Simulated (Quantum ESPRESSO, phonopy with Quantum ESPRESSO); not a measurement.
# Grüneisen parameters and expansion of Al (Fm-3m), part 6 of 7

Aim: how the vibrations of Al shift with volume, and the expansion that follows.

What experiment has found for this phase:
- volume expansion coefficient 69 1e-6/K and heat capacity C_P per formula unit 24.2 J/mol/K near room temperature (given in “High-Throughput Prediction of Finite-Temperature Properties using the Quasi-Harmonic Approximation”, 2016, arXiv:1603.06924)

Quantum ESPRESSO 7.5; DFT PBE+D3(BJ), scalar-relativistic, plane waves, GBRV ultrasoft pseudopotentials.

So far. Step 12 (Phonons, V/V0 0.985): No mode is imaginary beyond numerical noise along the path. Step 12 (Phonons, V/V0 0.985): The time given is that of the one pw.x run on a displaced cell behind this step.

### 13. Ground state at this cell, V/V0 1.03

A tight ground state at this cell gives the energy of this member; its pressure is the stress at this cutoff, which can carry an offset from the finite basis.

This step: DFT PBE+D3(BJ), scalar-relativistic, plane waves, GBRV ultrasoft pseudopotentials (Quantum ESPRESSO 7.5).

System of this step: Al. Symmetry: Fm-3m, No. 225, cubic system. The conventional cell has a = 4.022 Å, b = 4.022 Å, c = 4.022 Å, α = 90.00°, β = 90.00°, γ = 90.00°. Nearest to Al lie 12 Al at 2.84 Å.

scf.in

```
&CONTROL
  calculation = 'scf'
  prefix      = 'x'
  outdir      = './tmp'
  pseudo_dir  = './pseudo'
  tprnfor     = .true.
  tstress     = .true.
/
&SYSTEM
  ibrav           = 0
  nat             = 1
  ntyp            = 1
  ecutwfc         = 40.0
  ecutrho         = 240.0
  occupations     = 'smearing'
  smearing        = 'mv'
  degauss         = 0.02
  vdw_corr        = 'grimme-d3'
  dftd3_version   = 4
  dftd3_threebody = .false.
/
&ELECTRONS
  conv_thr         = 1.0d-12
  mixing_beta      = 0.7
  electron_maxstep = 100
/
ATOMIC_SPECIES
 Al     26.9815  Al.upf
CELL_PARAMETERS angstrom
     0.000000000    2.010978143    2.010978143
     2.010978143    0.000000000    2.010978143
     2.010978143    2.010978143    0.000000000
ATOMIC_POSITIONS crystal
 Al     0.000000000   0.000000000   0.000000000
K_POINTS automatic
 16 16 16 0 0 0
```

Command:

```bash
OMP_NUM_THREADS=1 mpirun -n 8 pw.x -nk 8 -in scf.in > scf.out
```

What it wrote:

```text
[banner, memory and clock lines left out]
Program PWSCF v.7.5

     Message from routine setup:
     using ibrav=0 with symmetry is DISCOURAGED, use correct ibrav instead

     G-vector sticks info

     bravais-lattice index     =            0
     lattice parameter (alat)  =       5.3743  a.u.
     unit-cell volume          =     109.7611 (a.u.)^3
     number of atoms/cell      =            1
     number of atomic types    =            1
[...]
Total force =     0.000000     Total SCF correction =     0.000000

     Computing stress (Cartesian axis) and pressure

          total   stress  (Ry/bohr**3)                   (kbar)     P=      -23.86
  -0.00016220  -0.00000000  -0.00000000          -23.86       -0.00       -0.00
  -0.00000000  -0.00016220  -0.00000000           -0.00      -23.86       -0.00
  -0.00000000  -0.00000000  -0.00016220           -0.00       -0.00      -23.86

     XML data file, charge density, pseudopotentials, collected wavefunctions
[key lines of the parts left out:]
!    total energy              =      -6.73310424 Ry
the Fermi energy is     8.0950 ev
convergence has been achieved in   7 iterations
```

Run time: 2.3 s. Hardware: 8 MPI ranks of Intel Xeon Platinum 8488C (Sapphire Rapids), shared host.

The run ends at a pressure of -2.39 GPa.

### 14. A displaced supercell

One atom (for the harmonic constants) or a pair of atoms (for the cubic ones) is moved by a few hundredths of an ångström; the forces on all atoms give a column of force constants. The threshold is tight because the forces are small.

System of this step: Al. It takes space group Imm2 (No. 44, orthorhombic). Conventional cell: a = 8.532 Å, b = 12.066 Å, c = 8.532 Å, α = 90.00°, β = 90.00°, γ = 90.00°. Nearest to Al lie 12 Al at 2.82 to 2.86 Å. Al has 12 Al at 2.82 to 2.84 Å nearest. Nearest to Al lie 12 Al at 2.84 to 2.86 Å. Al has 12 Al at 2.83 to 2.84 Å nearest. Nearest to Al lie 12 Al at 2.84 Å. Nearest to Al lie 12 Al at 2.84 to 2.85 Å.

disp-00001.in

```
&CONTROL
  calculation = 'scf'
  prefix      = 'x'
  outdir      = './tmp'
  pseudo_dir  = './pseudo'
  tprnfor     = .true.
  disk_io     = 'none'
/
&SYSTEM
  ibrav           = 0
  nat             = 27
  ntyp            = 1
  ecutwfc         = 40.0
  ecutrho         = 240.0
  occupations     = 'smearing'
  smearing        = 'mv'
  degauss         = 0.02
  vdw_corr        = 'grimme-d3'
  dftd3_version   = 4
  dftd3_threebody = .false.
/
&ELECTRONS
  conv_thr         = 1.0d-11
  mixing_beta      = 0.7
  electron_maxstep = 100
/
ATOMIC_SPECIES
 Al     26.9815  Al.upf
CELL_PARAMETERS angstrom
     0.000000000    6.032934428    6.032934428
     6.032934428    0.000000000    6.032934428
     6.032934428    6.032934428    0.000000000
ATOMIC_POSITIONS crystal
 Al     0.002344155   0.000000000   0.000000000
 Al     0.333333333   0.000000000   0.000000000
 Al     0.666666667   0.000000000   0.000000000
 Al     0.000000000   0.333333333   0.000000000
 Al     0.333333333   0.333333333   0.000000000
 Al     0.666666667   0.333333333   0.000000000
 Al     0.000000000   0.666666667   0.000000000
 Al     0.333333333   0.666666667   0.000000000
 Al     0.666666667   0.666666667   0.000000000
 Al     0.000000000   0.000000000   0.333333333
 Al     0.333333333   0.000000000   0.333333333
 Al     0.666666667   0.000000000   0.333333333
 Al     0.000000000   0.333333333   0.333333333
 Al     0.333333333   0.333333333   0.333333333
 Al     0.666666667   0.333333333   0.333333333
 Al     0.000000000   0.666666667   0.333333333
 Al     0.333333333   0.666666667   0.333333333
 Al     0.666666667   0.666666667   0.333333333
 Al     0.000000000   0.000000000   0.666666667
 Al     0.333333333   0.000000000   0.666666667
 Al     0.666666667   0.000000000   0.666666667
 Al     0.000000000   0.333333333   0.666666667
 Al     0.333333333   0.333333333   0.666666667
 Al     0.666666667   0.333333333   0.666666667
 Al     0.000000000   0.666666667   0.666666667
 Al     0.333333333   0.666666667   0.666666667
 Al     0.666666667   0.666666667   0.666666667
K_POINTS automatic
 5 5 5 0 0 0
```

Command:

```bash
OMP_NUM_THREADS=1 mpirun -n 8 pw.x -nk 8 -in disp-00001.in > disp-00001.out
```

What it wrote:

```text
[banner, memory and clock lines left out]
Program PWSCF v.7.5

     Message from routine setup:
     using ibrav=0 with symmetry is DISCOURAGED, use correct ibrav instead

     G-vector sticks info

     bravais-lattice index     =            0
     lattice parameter (alat)  =      16.1229  a.u.
     unit-cell volume          =    2963.5510 (a.u.)^3
     number of atoms/cell      =           27
     number of atomic types    =            1
[...]
atom    2 type  1   force =     0.00000000    0.00079542    0.00079542
     atom    3 type  1   force =    -0.00000000    0.00072519    0.00072519
[...]
atom   26 type  1   force =    -0.00000186    0.00000754    0.00000754
     atom   27 type  1   force =     0.00000413   -0.00001219   -0.00001219

     Total force =     0.004398     Total SCF correction =     0.000001
     Message from routine punch:
     Nothing written, as per user request (disk_io='none')
[key lines of the parts left out:]
!    total energy              =    -181.78585481 Ry
the Fermi energy is     8.1554 ev
convergence has been achieved in  13 iterations
```

Elapsed: 2.2 min, on 8 MPI ranks.

### 15. Lattice dynamics at this volume, V/V0 1.03

This step: DFT PBE+D3(BJ), scalar-relativistic, plane waves, GBRV ultrasoft pseudopotentials (phonopy with Quantum ESPRESSO 4.10.0 / 7.5).

The job ended after 2.2 min (8 threads; 18 min of CPU time).

Phonopy, no LO-TO term. The phonon branches at the labelled points (cm⁻¹):

```
    point  branch 1  branch 2  branch 3
        Γ         0         0         0
  halfway       136       136       240
        X       197       197       321
  halfway       196       217       315
        U       190       257       294
jump to K       190       257       294
  halfway       123       163       255
        Γ         0         0         0
  halfway       107       107       234
        L       157       157       335
  halfway       179       221       311
        W       218       270       270
  halfway       208       222       308
        X       197       197       321
```

The phonon branches as a text plot (rows in cm⁻¹):

```
    328 |            *                          ******
    314 |          ** ***                      *      *      ****
    300 |         *      **                            *
    286 |                  *****                        *  **
    272 |       **         *                 **          **
    258 |                 *     *                       *  *
    244 |     **         *  **                         *    *
    230 |               *                   *
    216 |              *                              *  ******
    202 |            ***      ** **                  *  *    ****
    188 |    *     **   ****               *           *
    174 |         *         **                      ***
    160 |       **              *               *****
    146 |                     **   **          *
    132 |  ** **                         **  **
    119 |                       ***
    105 |    *                              *
     91 |                        **
     77 |  **                      ***     *
     63 | *                        **   ***
     49 |
     35 | *                          *  *
     21 |
      7 |*                            **
         Γ           X  U|K            Γ         L        W     X
```

No mode is imaginary beyond numerical noise along the path.

The time given is that of the one pw.x run on a displaced cell behind this step.

### 16. Ground state at this cell, V/V0 0.97

A tight ground state at this cell gives the energy of this member; its pressure is the stress at this cutoff, which can carry an offset from the finite basis.

This step: DFT PBE+D3(BJ), scalar-relativistic, plane waves, GBRV ultrasoft pseudopotentials (Quantum ESPRESSO 7.5).

System of this step: Al. Symmetry: Fm-3m, No. 225, cubic system. The conventional cell has a = 3.942 Å, b = 3.942 Å, c = 3.942 Å, α = 90.00°, β = 90.00°, γ = 90.00°. Nearest to Al lie 12 Al at 2.79 Å.

scf.in, as its differences from that of step 13:

```diff
@@ -29,5 +29,5 @@
 CELL_PARAMETERS angstrom
-     0.000000000    2.010978143    2.010978143
-     2.010978143    0.000000000    2.010978143
-     2.010978143    2.010978143    0.000000000
+     0.000000000    1.971146274    1.971146274
+     1.971146274    0.000000000    1.971146274
+     1.971146274    1.971146274    0.000000000
 ATOMIC_POSITIONS crystal
```

Command:

```bash
OMP_NUM_THREADS=1 mpirun -n 8 pw.x -nk 8 -in scf.in > scf.out
```

What it wrote:

```text
[banner, memory and clock lines left out]
Program PWSCF v.7.5

     Message from routine setup:
     using ibrav=0 with symmetry is DISCOURAGED, use correct ibrav instead

     G-vector sticks info

     bravais-lattice index     =            0
     lattice parameter (alat)  =       5.2678  a.u.
     unit-cell volume          =     103.3673 (a.u.)^3
     number of atoms/cell      =            1
     number of atomic types    =            1
[...]
Total force =     0.000000     Total SCF correction =     0.000000

     Computing stress (Cartesian axis) and pressure

          total   stress  (Ry/bohr**3)                   (kbar)     P=       28.27
   0.00019220   0.00000000   0.00000000           28.27        0.00        0.00
   0.00000000   0.00019220  -0.00000000            0.00       28.27       -0.00
   0.00000000  -0.00000000   0.00019220            0.00       -0.00       28.27

     XML data file, charge density, pseudopotentials, collected wavefunctions
[key lines of the parts left out:]
!    total energy              =      -6.73307150 Ry
the Fermi energy is     8.7384 ev
convergence has been achieved in   7 iterations
```

Elapsed: 2 s, on 8 MPI ranks; 14 s of CPU time.

The run ends at a pressure of 2.83 GPa.

### 17. A displaced supercell

One atom (for the harmonic constants) or a pair of atoms (for the cubic ones) is moved by a few hundredths of an ångström; the forces on all atoms give a column of force constants. The threshold is tight because the forces are small.

System of this step: Al. It takes space group Imm2 (No. 44, orthorhombic). The conventional cell has a = 8.363 Å, b = 11.827 Å, c = 8.363 Å, α = 90.00°, β = 90.00°, γ = 90.00°. Al has 12 Al at 2.77 to 2.81 Å nearest. Nearest to Al lie 12 Al at 2.77 to 2.79 Å. Al has 12 Al at 2.79 to 2.81 Å nearest. Al has 12 Al at 2.78 to 2.79 Å nearest. Nearest to Al lie 12 Al at 2.79 Å. Nearest to Al lie 12 Al at 2.79 to 2.80 Å.

disp-00001.in, as its differences from that of step 14:

```diff
@@ -29,7 +29,7 @@
 CELL_PARAMETERS angstrom
-     0.000000000    6.032934428    6.032934428
-     6.032934428    0.000000000    6.032934428
-     6.032934428    6.032934428    0.000000000
+     0.000000000    5.913438823    5.913438823
+     5.913438823    0.000000000    5.913438823
+     5.913438823    5.913438823    0.000000000
 ATOMIC_POSITIONS crystal
- Al     0.002344155   0.000000000   0.000000000
+ Al     0.002391525   0.000000000   0.000000000
  Al     0.333333333   0.000000000   0.000000000
```

Command:

```bash
OMP_NUM_THREADS=1 mpirun -n 8 pw.x -nk 8 -in disp-00001.in > disp-00001.out
```

What it wrote:

```text
[banner, memory and clock lines left out]
Program PWSCF v.7.5

     Message from routine setup:
     using ibrav=0 with symmetry is DISCOURAGED, use correct ibrav instead

     G-vector sticks info

     bravais-lattice index     =            0
     lattice parameter (alat)  =      15.8035  a.u.
     unit-cell volume          =    2790.9170 (a.u.)^3
     number of atoms/cell      =           27
     number of atomic types    =            1
[...]
atom    2 type  1   force =    -0.00000000    0.00098512    0.00098512
     atom    3 type  1   force =     0.00000000    0.00090725    0.00090725
[...]
atom   26 type  1   force =     0.00000250    0.00000435    0.00000435
     atom   27 type  1   force =     0.00000571   -0.00000787   -0.00000787

     Total force =     0.005528     Total SCF correction =     0.000003
     Message from routine punch:
     Nothing written, as per user request (disk_io='none')
[key lines of the parts left out:]
!    total energy              =    -181.78535488 Ry
the Fermi energy is     8.8026 ev
convergence has been achieved in  12 iterations
```

The job ended after 73 s (8 MPI ranks).

### 18. Phonons, V/V0 0.97

This step: DFT PBE+D3(BJ), scalar-relativistic, plane waves, GBRV ultrasoft pseudopotentials (phonopy with Quantum ESPRESSO 4.10.0 / 7.5).

Run time: 73 s. Hardware: 8 threads.

No mode is imaginary beyond numerical noise along the path.

The time given is that of the one pw.x run on a displaced cell behind this step.

### 19. Ground state at this cell, V/V0 1.05

A tight ground state at this cell gives the energy of this member; its pressure is the stress at this cutoff, which can carry an offset from the finite basis.

This step: DFT PBE+D3(BJ), scalar-relativistic, plane waves, GBRV ultrasoft pseudopotentials (Quantum ESPRESSO 7.5).

System of this step: Al. It takes space group Fm-3m (No. 225, cubic). The conventional cell has a = 4.048 Å, b = 4.048 Å, c = 4.048 Å, α = 90.00°, β = 90.00°, γ = 90.00°. Al has 12 Al at 2.86 Å nearest.

scf.in, as its differences from that of step 16:

```diff
@@ -29,5 +29,5 @@
 CELL_PARAMETERS angstrom
-     0.000000000    1.971146274    1.971146274
-     1.971146274    0.000000000    1.971146274
-     1.971146274    1.971146274    0.000000000
+     0.000000000    2.023910833    2.023910833
+     2.023910833    0.000000000    2.023910833
+     2.023910833    2.023910833    0.000000000
 ATOMIC_POSITIONS crystal
```

Command:

```bash
OMP_NUM_THREADS=1 mpirun -n 8 pw.x -nk 8 -in scf.in > scf.out
```

What it wrote:

```text
[banner, memory and clock lines left out]
Program PWSCF v.7.5

     Message from routine setup:
     using ibrav=0 with symmetry is DISCOURAGED, use correct ibrav instead

     G-vector sticks info

     bravais-lattice index     =            0
     lattice parameter (alat)  =       5.4089  a.u.
     unit-cell volume          =     111.8924 (a.u.)^3
     number of atoms/cell      =            1
     number of atomic types    =            1
[...]
Total force =     0.000000     Total SCF correction =     0.000000

     Computing stress (Cartesian axis) and pressure

          total   stress  (Ry/bohr**3)                   (kbar)     P=      -37.69
  -0.00025623   0.00000000   0.00000000          -37.69        0.00        0.00
   0.00000000  -0.00025623   0.00000000            0.00      -37.69        0.00
   0.00000000   0.00000000  -0.00025623            0.00        0.00      -37.69

     XML data file, charge density, pseudopotentials, collected wavefunctions
[key lines of the parts left out:]
!    total energy              =      -6.73265642 Ry
the Fermi energy is     7.8937 ev
convergence has been achieved in   7 iterations
```

Wall time 2.1 s (8 MPI ranks).

The run ends at a pressure of -3.77 GPa.

### 20. Forces on a displaced cell

One atom (for the harmonic constants) or a pair of atoms (for the cubic ones) is moved by a few hundredths of an ångström; the forces on all atoms give a column of force constants. The threshold is tight because the forces are small.

System of this step: Al. It takes space group Imm2 (No. 44, orthorhombic). Conventional cell: a = 8.587 Å, b = 12.143 Å, c = 8.587 Å, α = 90.00°, β = 90.00°, γ = 90.00°. Nearest to Al lie 12 Al at 2.84 to 2.88 Å. Nearest to Al lie 12 Al at 2.84 to 2.86 Å. Nearest to Al lie 12 Al at 2.86 to 2.88 Å. Al has 12 Al at 2.85 to 2.86 Å nearest. Nearest to Al lie 12 Al at 2.86 Å. Nearest to Al lie 12 Al at 2.86 to 2.87 Å.

disp-00001.in, as its differences from that of step 17:

```diff
@@ -29,7 +29,7 @@
 CELL_PARAMETERS angstrom
-     0.000000000    5.913438823    5.913438823
-     5.913438823    0.000000000    5.913438823
-     5.913438823    5.913438823    0.000000000
+     0.000000000    6.071732500    6.071732500
+     6.071732500    0.000000000    6.071732500
+     6.071732500    6.071732500    0.000000000
 ATOMIC_POSITIONS crystal
- Al     0.002391525   0.000000000   0.000000000
+ Al     0.002329176   0.000000000   0.000000000
  Al     0.333333333   0.000000000   0.000000000
```

Command:

```bash
OMP_NUM_THREADS=1 mpirun -n 8 pw.x -nk 8 -in disp-00001.in > disp-00001.out
```

What it wrote:

```text
[banner, memory and clock lines left out]
Program PWSCF v.7.5

     Message from routine setup:
     using ibrav=0 with symmetry is DISCOURAGED, use correct ibrav instead

     G-vector sticks info

     bravais-lattice index     =            0
     lattice parameter (alat)  =      16.2266  a.u.
     unit-cell volume          =    3021.0957 (a.u.)^3
     number of atoms/cell      =           27
     number of atomic types    =            1
[...]
atom    2 type  1   force =    -0.00000000    0.00073801    0.00073801
     atom    3 type  1   force =    -0.00000000    0.00067240    0.00067240
[...]
atom   26 type  1   force =     0.00000138    0.00000918    0.00000918
     atom   27 type  1   force =     0.00000500   -0.00001217   -0.00001217

     Total force =     0.004064     Total SCF correction =     0.000003
     Message from routine punch:
     Nothing written, as per user request (disk_io='none')
[key lines of the parts left out:]
!    total energy              =    -181.77362509 Ry
the Fermi energy is     7.9535 ev
convergence has been achieved in  13 iterations
```

Elapsed: 2 min, on 8 MPI ranks; 16 min of CPU time.

### 21. Phonons, V/V0 1.05

This step: DFT PBE+D3(BJ), scalar-relativistic, plane waves, GBRV ultrasoft pseudopotentials (phonopy with Quantum ESPRESSO 4.10.0 / 7.5).

Run time: 2 min. Hardware: 8 threads.

No mode is imaginary beyond numerical noise along the path.

The time given is that of the one pw.x run on a displaced cell behind this step.

(Continued in part 7 of 7.)

[Logs are printed without paths, hosts, clocks, repeated set-up lines and the standing remarks that a program may print on its own settings, such as how far it seeks lower states.]

[Hosts, paths, dates, database ids (printed as entryN), source tags and the programs' standing remarks are cut or masked in the printed files.]

[A step with changed settings may run another functional than the one named; its input shows which.]

[Of the runs on displaced cells, only some may be shown.]
